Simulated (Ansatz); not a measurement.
**Zn(0001) film, 1 layer, flat: channels in plane against thickness**

Aim: the ballistic channels of flat films against thickness, first Zn(0001) film, 1 layer, flat.

Main program and level: Ansatz 0.2.0; Ansatz plane-wave DFT, PBE, PAW files; ballistic transport by layer matching (Landauer), zero bias.

Most raw output is cut from this account.

## 1. Set-up

The cell holds 2 atoms: 2 Zn. Its edges and angles: a = 11.000 Å, b = 2.665 Å, c = 4.616 Å, α = 90.0°, β = 90.0°, γ = 90.0°. It derives from Zn. Vacuum lies along a. The structure's axis is c.

## 2. With 1 layer

Vacuum lies along the first vector, which takes one k-point, and the current runs in the film's plane. One period is a perfect wire, so its channels are the result. Energies from -0.27 to 0.27 eV in steps of 0.036 eV cover the slope of the Fermi function at 300 K, so the program can form a conductance.

Input file input.yaml:

```yaml
crystal:
  lattice:
    - [11.0, 0.0, 0.0]
    - [0.0, 2.6648, 0.0]
    - [0.0, 0.0, 4.615568992]
  atoms:
    - { symbol: Zn, position: [0.4090909091, 0.0, 0.0] }
    - { symbol: Zn, position: [0.4090909091, 0.5, 0.5] }
kpoints:
  mp_grid: { grid: [1, 16, 9] }
hamiltonian:
  xc: pbe
scf:
  occupations: { method: fermi_dirac, width: 0.1 }
output:
  transmission:
    leads: [[0, 0]]
    kmesh: [1, 46]
    e_range: [-0.27, 0.27]
    de: 0.036
```

On the command line:

```console
> ansatz run input.yaml --threads 4 --pin off --max-ram 8192MiB --backend cpu --events-out ev --progress --plain --runs-dir out
```

Elapsed: 1.7 min, on 4 threads of Arm Neoverse V2, shared host; peak memory 0.86 GiB.

This step gave:

```yaml
free_energy: -6637.3702 eV
energy_at_zero_smearing: -6637.3543 eV
fermi_energy: -0.5615 eV
cell_area: 29.31 Å²
estimated_errors_of_the_lead_s_conductance: 0, 17.2, 0.2 % (band edges, k-mesh, distance from neutral)
lead_conductance_per_cell: 1.009 G₀
```

Per spin. The open channels, zone mean, lead by energy, zero at the Fermi level:

| energy (eV) | open channels, zone mean, lead |
| --- | --- |
| -0.270 | 0.978 |
| -0.234 | 0.978 |
| -0.198 | 0.978 |
| -0.162 | 0.978 |
| -0.126 | 1.02 |
| -0.090 | 1.02 |
| -0.054 | 1.02 |
| -0.018 | 1.02 |
| 0.018 | 1.02 |
| 0.054 | 0.935 |
| 0.090 | 0.935 |
| 0.126 | 0.935 |
| 0.162 | 0.935 |
| 0.198 | 0.935 |
| 0.234 | 0.935 |
| 0.270 | 0.935 |

The program's largest error estimate for it is 17 %, from the k-mesh.

## 3. With 2 layers, thickness 4.947 A

The film grows to 2 layers.

System of this step: Zn(0001) film, 2 layers, flat. The cell holds 4 atoms: 4 Zn. Its edges and angles: a = 13.473 Å, b = 2.665 Å, c = 4.616 Å, α = 90.0°, β = 90.0°, γ = 90.0°. It derives from Zn. Vacuum lies along a. The structure's axis is c.

input.yaml, the sections that differ from step 2:

```yaml
crystal:
  lattice:
    - [13.47335, 0.0, 0.0]
    - [0.0, 2.6648, 0.0]
    - [0.0, 0.0, 4.615568992]
  atoms:
    - { symbol: Zn, position: [0.3339926596, 0.0, 0.0] }
    - { symbol: Zn, position: [0.3339926596, 0.5, 0.5] }
    - { symbol: Zn, position: [0.5175661584, 0.0, 0.3333333333] }
    - { symbol: Zn, position: [0.5175661584, 0.5, 0.8333333333] }
# kpoints, hamiltonian, scf, output: as in step 2
```

Run time: 3.7 min. Hardware: 4 threads; peak memory 1.3 GiB; 14 min of CPU time.

Numbers from this step:

- free energy: -13275.5414 eV
- energy at zero smearing: -13275.5226 eV
- Fermi energy: 1.320 eV
- cell area: 35.90 Å²
- estimated errors of the lead's conductance: 0, 10.2, 2 % (band edges, k-mesh, distance from neutral)
- lead conductance per cell: 1.624 G₀

Per spin. The open channels, zone mean, lead by energy, zero at the Fermi level:

```csv
energy (eV),"open channels, zone mean, lead"
-0.270,1.67
-0.234,1.67
-0.198,1.67
-0.162,1.76
-0.126,1.72
-0.090,1.72
-0.054,1.63
-0.018,1.67
0.018,1.59
0.054,1.5
0.090,1.54
0.126,1.54
0.162,1.54
0.198,1.59
0.234,1.59
0.270,1.41
```

The lead conductance per cell is 1.62 G₀, 1.6 times the 1.01 G₀ of the last finished run.

## 4. With 3 layers, thickness 7.42 A

The film grows to 3 layers.

System of this step: Zn(0001) film, 3 layers, flat. The cell holds 6 atoms: 6 Zn. Cell: a = 15.947 Å, b = 2.665 Å, c = 4.616 Å, α = 90.0°, β = 90.0°, γ = 90.0°. It derives from Zn. Vacuum lies along a. The structure's axis is c.

input.yaml, the sections that differ from step 3:

```yaml
crystal:
  lattice:
    - [15.9467, 0.0, 0.0]
    - [0.0, 2.6648, 0.0]
    - [0.0, 0.0, 4.615568992]
  atoms:
    - { symbol: Zn, position: [0.2821900456, 0.0, 0.0] }
    - { symbol: Zn, position: [0.2821900456, 0.5, 0.5] }
    - { symbol: Zn, position: [0.437291101, 0.0, 0.3333333333] }
    - { symbol: Zn, position: [0.437291101, 0.5, 0.8333333333] }
    - { symbol: Zn, position: [0.5923921564, 0.0, 0.0] }
    - { symbol: Zn, position: [0.5923921564, 0.5, 0.5] }
# kpoints, hamiltonian, scf, output: as in step 3
```

Run time: 7.3 min. Hardware: 4 threads; peak memory 1.8 GiB; 28 min of CPU time.

This step gave:

- free energy: -19913.7072 eV
- energy at zero smearing: -19913.6803 eV
- Fermi energy: 2.800 eV
- cell area: 42.49 Å²
- estimated errors of the lead's conductance: 0, 15.2, 1.9 % (band edges, k-mesh, distance from neutral)
- lead conductance per cell: 2.280 G₀

Per spin. Table of open channels, zone mean, lead by energy, zero at the Fermi level:

```csv
energy (eV),"open channels, zone mean, lead"
-0.270,2.54
-0.234,2.41
-0.198,2.33
-0.162,2.24
-0.126,2.24
-0.090,2.33
-0.054,2.37
-0.018,2.33
0.018,2.28
0.054,2.24
0.090,2.11
0.126,2.07
0.162,1.98
0.198,2.02
0.234,2.02
0.270,1.98
```

The lead conductance per cell is 2.28 G₀, 40 % over the 1.62 G₀ of the last finished run.

## 5. With 4 layers, thickness 9.893 A

The film grows to 4 layers.

System of this step: Zn(0001) film, 4 layers, flat. The cell holds 8 atoms: 8 Zn. Its edges and angles: a = 18.420 Å, b = 2.665 Å, c = 4.616 Å, α = 90.0°, β = 90.0°, γ = 90.0°. It derives from Zn. Vacuum lies along a. The structure's axis is c.

input.yaml, the sections that differ from step 4:

```yaml
crystal:
  lattice:
    - [18.42005, 0.0, 0.0]
    - [0.0, 2.6648, 0.0]
    - [0.0, 0.0, 4.615568992]
  atoms:
    - { symbol: Zn, position: [0.2442990111, 0.0, 0.0] }
    - { symbol: Zn, position: [0.2442990111, 0.5, 0.5] }
    - { symbol: Zn, position: [0.378573891, 0.0, 0.3333333333] }
    - { symbol: Zn, position: [0.378573891, 0.5, 0.8333333333] }
    - { symbol: Zn, position: [0.5128487708, 0.0, 0.0] }
    - { symbol: Zn, position: [0.5128487708, 0.5, 0.5] }
    - { symbol: Zn, position: [0.6471236506, 0.0, 0.3333333333] }
    - { symbol: Zn, position: [0.6471236506, 0.5, 0.8333333333] }
# kpoints, hamiltonian, scf, output: as in step 4
```

The job ended after 13 min (4 threads; peak memory 2.4 GiB; 50 min of CPU time).

Numbers from this step:

| Item | Value |
| --- | --- |
| free energy | -26551.8008 eV |
| energy at zero smearing | -26551.7719 eV |
| Fermi energy | 4.054 eV |
| cell area | 49.09 Å² |
| estimated errors of the lead's conductance | 0, 10.9, 3.2 % (band edges, k-mesh, distance from neutral) |
| lead conductance per cell | 2.468 G₀ |

Per spin. Table of open channels, zone mean, lead by energy, zero at the Fermi level:

```csv
energy (eV),"open channels, zone mean, lead"
-0.270,2.89
-0.234,2.76
-0.198,2.89
-0.162,2.72
-0.126,2.76
-0.090,2.67
-0.054,2.59
-0.018,2.46
0.018,2.5
0.054,2.41
0.090,2.46
0.126,2.54
0.162,2.37
0.198,2.28
0.234,2.33
0.270,2.24
```

The lead conductance per cell is 2.47 G₀, 8.2 % over the 2.28 G₀ of the last finished run, within the error estimates, leads' steps apart, of 15 and 11 %.

## 6. With 5 layers, thickness 12.367 A

The film grows to 5 layers.

System of this step: Zn(0001) film, 5 layers, flat. The cell holds 10 atoms: 10 Zn. Cell: a = 20.893 Å, b = 2.665 Å, c = 4.616 Å, α = 90.0°, β = 90.0°, γ = 90.0°. It derives from Zn. Vacuum lies along a. The structure's axis is c.

input.yaml, the sections that differ from step 5:

```yaml
crystal:
  lattice:
    - [20.8934, 0.0, 0.0]
    - [0.0, 2.6648, 0.0]
    - [0.0, 0.0, 4.615568992]
  atoms:
    - { symbol: Zn, position: [0.2153790192, 0.0, 0.0] }
    - { symbol: Zn, position: [0.2153790192, 0.5, 0.5] }
    - { symbol: Zn, position: [0.3337585075, 0.0, 0.3333333333] }
    - { symbol: Zn, position: [0.3337585075, 0.5, 0.8333333333] }
    - { symbol: Zn, position: [0.4521379957, 0.0, 0.0] }
    - { symbol: Zn, position: [0.4521379957, 0.5, 0.5] }
    - { symbol: Zn, position: [0.570517484, 0.0, 0.3333333333] }
    - { symbol: Zn, position: [0.570517484, 0.5, 0.8333333333] }
    - { symbol: Zn, position: [0.6888969722, 0.0, 0.0] }
    - { symbol: Zn, position: [0.6888969722, 0.5, 0.5] }
# kpoints, hamiltonian, scf, output: as in step 5
```

Run time: 20 min. Hardware: 4 threads; peak memory 3.1 GiB.

Numbers from this step:

* free energy: -33189.8360 eV
* energy at zero smearing: -33189.7969 eV
* Fermi energy: 4.905 eV
* cell area: 55.68 Å²
* estimated errors of the lead's conductance: 0, 10.8, 0.7 % (band edges, k-mesh, distance from neutral)
* lead conductance per cell: 3.069 G₀

Per spin. Table of open channels, zone mean, lead by energy, zero at the Fermi level:

| energy (eV) | open channels, zone mean, lead |
| --- | --- |
| -0.270 | 3.59 |
| -0.234 | 3.28 |
| -0.198 | 3.24 |
| -0.162 | 3.33 |
| -0.126 | 3.28 |
| -0.090 | 3.11 |
| -0.054 | 3.09 |
| -0.018 | 3.13 |
| 0.018 | 3.09 |
| 0.054 | 2.91 |
| 0.090 | 3.04 |
| 0.126 | 3 |
| 0.162 | 3.04 |
| 0.198 | 3.13 |
| 0.234 | 3 |
| 0.270 | 2.78 |

The lead conductance per cell is 3.07 G₀, 24 % over the 2.47 G₀ of the last finished run.

## 7. Cost and result by level

Times are for 4 threads of Arm Neoverse V2, shared host. The series side by side:

```csv
no.,layers,lead conductance per cell (G₀),time,memory (GiB)
1,1,1.009,1.7 min,0.86
2,2,1.624,3.7 min,1.3
3,3,2.280,7.3 min,1.8
4,4,2.468,13 min,2.4
5,5,3.069,20 min,3.1
```

The runs together. The open channels, zone mean by energy, zero at the Fermi level:

```csv
energy (eV),1,2,3,4,5
-0.270,0.978,1.67,2.54,2.89,3.59
-0.234,0.978,1.67,2.41,2.76,3.28
-0.198,0.978,1.67,2.33,2.89,3.24
-0.162,0.978,1.76,2.24,2.72,3.33
-0.126,1.02,1.72,2.24,2.76,3.28
-0.090,1.02,1.72,2.33,2.67,3.11
-0.054,1.02,1.63,2.37,2.59,3.09
-0.018,1.02,1.67,2.33,2.46,3.13
0.018,1.02,1.59,2.28,2.5,3.09
0.054,0.935,1.5,2.24,2.41,2.91
0.090,0.935,1.54,2.11,2.46,3.04
0.126,0.935,1.54,2.07,2.54,3
0.162,0.935,1.54,1.98,2.37,3.04
0.198,0.935,1.59,2.02,2.28,3.13
0.234,0.935,1.59,2.02,2.33,3
0.270,0.935,1.41,1.98,2.24,2.78
```

## 8. What came out

```
conductance per cell, 1 layer  : 1.01 G₀
conductance per cell, 2 layers : 1.62 G₀
conductance per cell, 3 layers : 2.28 G₀
conductance per cell, 4 layers : 2.47 G₀
conductance per cell, 5 layers : 3.07 G₀
```

**Reading.** The conductance per cell width goes from 1.01 G0 at 1 to 3.07 G0 at 5 layers. Over the film's own cross-section (layers × spacing × width) the conductance runs from 1.2 to 0.72×10¹⁵ S/m²; that nominal section leaves out the charge that spills into the vacuum, which flatters the thinnest films. The gains from one thickness to the next are 0.61, 0.66, 0.19 and 0.60 G0 per added layer; their spread isn't beyond the error estimates. The film repeats perfectly along the current, so nothing scatters; its faces are clean and not relaxed. The program's error estimates for the conductances, leads' steps apart, run from 10 to 17 %.

[Logs are printed without paths, hosts, clocks, repeated set-up lines and the standing remarks that a program may print on its own settings, such as how far it seeks lower states.]

[Hosts, paths, dates, database ids (printed as entryN), source tags and the programs' standing remarks are cut or masked in the printed files.]
